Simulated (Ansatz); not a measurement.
# Screening in BaH2 (Pnma), part 2 of 2

How strongly does BaH2 (Pnma) screen? Routes: perturbation theory, a sum over states and the RPA step of G0W0.

Ansatz 0.2.0; linear response on LDA, plane waves, PAW. Known limits of the many-body steps: not at the basis limit; no spin-orbit coupling; coarse k mesh.

So far. Step 2 (Response to a homogeneous field): One over ε∞ averages 0.22, near the quarter of exact exchange in PBE0. Step 3 (Independent-particle spectrum): The sum gives ε∞ = 4.77, 4.55 and 4.95 without local fields.

## 4. RPA screening from the G0W0 run

Now the one-shot GW correction: screening in the RPA, then the self-energy of the levels asked for. This step takes PAW set soft_1 files.

This step: G0W0 on LDA, plane waves, PAW; PAW set soft_1.

The input, input.yaml:

```yaml
crystal:
  lattice:
    - [6.792, 0.0, 0.0]
    - [0.0, 4.168, 0.0]
    - [0.0, 0.0, 7.858]
  atoms:
    - { symbol: Ba, position: [0.26029, 0.25, 0.88863] }
    - { symbol: Ba, position: [0.23971, 0.75, 0.38863] }
    - { symbol: Ba, position: [0.76029, 0.25, 0.61137] }
    - { symbol: Ba, position: [0.73971, 0.75, 0.11137] }
    - { symbol: H, position: [0.043, 0.25, 0.174] }
    - { symbol: H, position: [0.457, 0.75, 0.674] }
    - { symbol: H, position: [0.543, 0.25, 0.326] }
    - { symbol: H, position: [0.957, 0.75, 0.826] }
    - { symbol: H, position: [0.646, 0.25, 0.9135] }
    - { symbol: H, position: [0.854, 0.75, 0.4135] }
    - { symbol: H, position: [0.146, 0.25, 0.5865] }
    - { symbol: H, position: [0.354, 0.75, 0.0865] }
kpoints:
  mp_grid: { grid: [2, 4, 2] }
hamiltonian:
  xc: lda
  pseudopotentials: { kind: paw, azcp: { folder: soft_1 }, xc_functional: pbe }
scf:
  occupations: { method: fixed }
gw:
  n_empty_bands: 1022
  ecut_chi: 160.0
  qp_bands: [v4, c4]
  qp_kpoints: band_edges
  screening: { model: contour_deformation }
```

Run with:

```bash
$ ansatz run input.yaml --threads 3 --pin off --max-ram 92160MiB --backend cuda --events-out ev --progress --plain --runs-dir out --devices 1 --max-vram 13GiB
```

Numbers of over 12 decimals in the logs are rounded to 6 here.

Output:

```text
GPUs: using 1 of 1 available (devices: 1).
[...]
GPU FFT provider: cuFFT
GPU libraries: cuBLAS 13.8.2, cuFFT 12.4.0, cuSOLVER 12.3.4
Crystal: 12 atoms, lattice volume = 222.453 Å³
Basis set: ecut = 420 eV, 4329 PW (Γ)
Bands: 36, of which v1, the nominal top of the filled ones, is band 24 counted from 1 (23 counted from 0)
Symmetry: 8 space group operations
[...]
k-points: 12 of 16
[...]
0    28      8.8049    -5.5847    -4.3181   -10.7257  0.7848     9.6413     9.6277  root
[...]
11    25      7.8340    -5.3270    -3.9787    -9.9903  0.7905     8.5267     8.5186  root
    11    26      7.8340    -5.3270    -3.9787    -9.9903  0.7905     8.5267     8.5186  root
    11    27      7.8340    -5.3270    -3.9787    -9.9903  0.7905     8.5267     8.5186  root
    11    28      7.8340    -5.3270    -3.9787    -9.9903  0.7905     8.5267     8.5186  root
[key lines of the parts left out:]
SCF converged after 7 iterations
Free energy (F): -23250.178887 eV
Fermi energy:    4.506944 eV
```

It took 51 s on 1 × NVIDIA H100 80GB HBM3 (shared by 6 runs) with 3 threads of AMD EPYC 7R13 (Zen 3), shared host; peak memory 3.8 GiB.

Numbers from this step:

| Property | Result |
| --- | --- |
| bands summed | 1046 |
| RPA ε∞ on this mesh (eigenvalues) | 3.987, 4.322, 4.439 |
| plane waves in the screening matrix | 1019 |
| G0W0 gap on the mesh | 4.579 eV |
| k of the valence top | 0, 0, 0 |
| k of the conduction bottom | -0.5, 0.25, 0 |
| starting gap on the mesh | 2.797 eV |
| least direct G0W0 gap on the computed points | 5.043 eV |

The gap on the mesh goes from 2.80 eV to 4.58 eV, a correction of +1.78 eV. Between the two edge states, bare exchange in place of the xc potential would open the gap by 7.55 eV, and correlation takes back 5.77 eV.

Mean over the mesh in bins of 0.25 1/Å. Table of static inverse dielectric function, diagonal by length of q+G:

```
length of q+G (Å⁻¹)  static inverse dielectric function, diagonal
               0.53                                         0.293
               0.77                                         0.347
               0.99                                         0.406
               1.25                                         0.479
               1.50                                         0.544
               1.74                                         0.604
               1.99                                         0.660
               2.25                                         0.713
               2.49                                         0.761
               2.76                                         0.808
               3.01                                         0.844
               3.26                                         0.873
               3.50                                         0.894
               3.75                                         0.913
               4.01                                         0.928
               4.26                                         0.940
               4.50                                         0.950
               4.75                                         0.958
               5.00                                         0.966
               5.25                                         0.972
               5.50                                         0.977
               5.75                                         0.982
               6.01                                         0.986
               6.25                                         0.989
               6.43                                         0.991
```

## 5. The values together

Times are wall times on 1 × NVIDIA H100 80GB HBM3 (shared by 6 runs) with 3 threads of AMD EPYC 7R13 (Zen 3), shared host, good to a factor of about two.

```
                                          method                           mesh  ε∞, low  middle  high  mean  time
perturbation theory (local fields and xc kernel)  4×6×4 (response on 96 points)     4.30    4.51  4.70  4.50  46 s
               sum over states (no local fields)                          4×6×4     4.55    4.77  4.95  4.75  75 s
           RPA with local fields, on the GW mesh                          2×4×2     3.99    4.32  4.44  4.25  51 s
```

## 6. Results

* perturbation theory (local fields and xc kernel): 4.30, 4.51, 4.70
* sum over states (no local fields): 4.55, 4.77, 4.95
* RPA with local fields, on the GW mesh: 3.99, 4.32, 4.44

What this shows: Mean Born effective charge: Ba1 2.07, H5 -1.07, H9 -1.01 e. The most distinct maxima of the ε₂ (xx) lie at 4.2 and 14.4 eV, the highest at 4.2 eV. Distinct peaks of the loss function (xx) stand at 11.1, 22.4 and 23.9 eV; the one at 23.9 eV is strongest. The sum without local fields gives 4.75 in the mean against 4.50 by perturbation theory; local fields lower ε∞ and the xc kernel gives part of it back, though the sum also carries the error of its own mesh. The RPA values on the 2×4×2 mesh average 0.94 times those of perturbation theory (means 4.25 and 4.50). Without the xc kernel RPA should lie a little lower, as the mean does. LDA usually puts the gap too low, which tends to raise ε∞. Ions are clamped, so the lattice part of the static constant is not in these numbers.

[Paths, hosts, dates, memory and timing lines, banners, echoed tables and standing remarks are left out of the program output.]

[Logs are printed without paths, hosts, clocks, repeated set-up lines and the standing remarks that a program may print on its own settings, such as how far it seeks lower states.]

[Runs of the session that timed out or met a known fault of the program may be left out.]

[Cells called generated may have been cut or substituted from an entry of the Crystallography Open Database or the Materials Project.]

[Hosts, paths, dates, database ids (printed as entryN), source tags and the programs' standing remarks are cut or masked in the printed files.]
